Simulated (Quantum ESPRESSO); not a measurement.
# Work function of bcc K face by face (PBEsol, Quantum ESPRESSO)

Does the work function of K follow how densely a face is packed?

All values are computed: Quantum ESPRESSO 7.5, PBEsol, plane waves, scalar-relativistic unless marked; slabs or sheets with vacuum, the vacuum level from the planar mean of the electrostatic potential.

```
 face  atoms in the slab  top-layer atoms per Å²  work function (eV)
(100)                  6                   0.037                2.26
(110)                  4                   0.052                2.42
```

The densest face listed is +0.16 eV against the most open one. That fits Smoluchowski's order: on an open face electrons flow from the ridges into the troughs, which leaves a dipole with its positive end outwards and lowers the barrier.

The slabs are 1×1 cuts on the parent's lattice, 11.1 to 13.1 Å between the outer relaxed layers. Two faces can't establish a trend.

[Logs are printed without paths, hosts, clocks, repeated set-up lines and the standing remarks that a program may print on its own settings, such as how far it seeks lower states.]
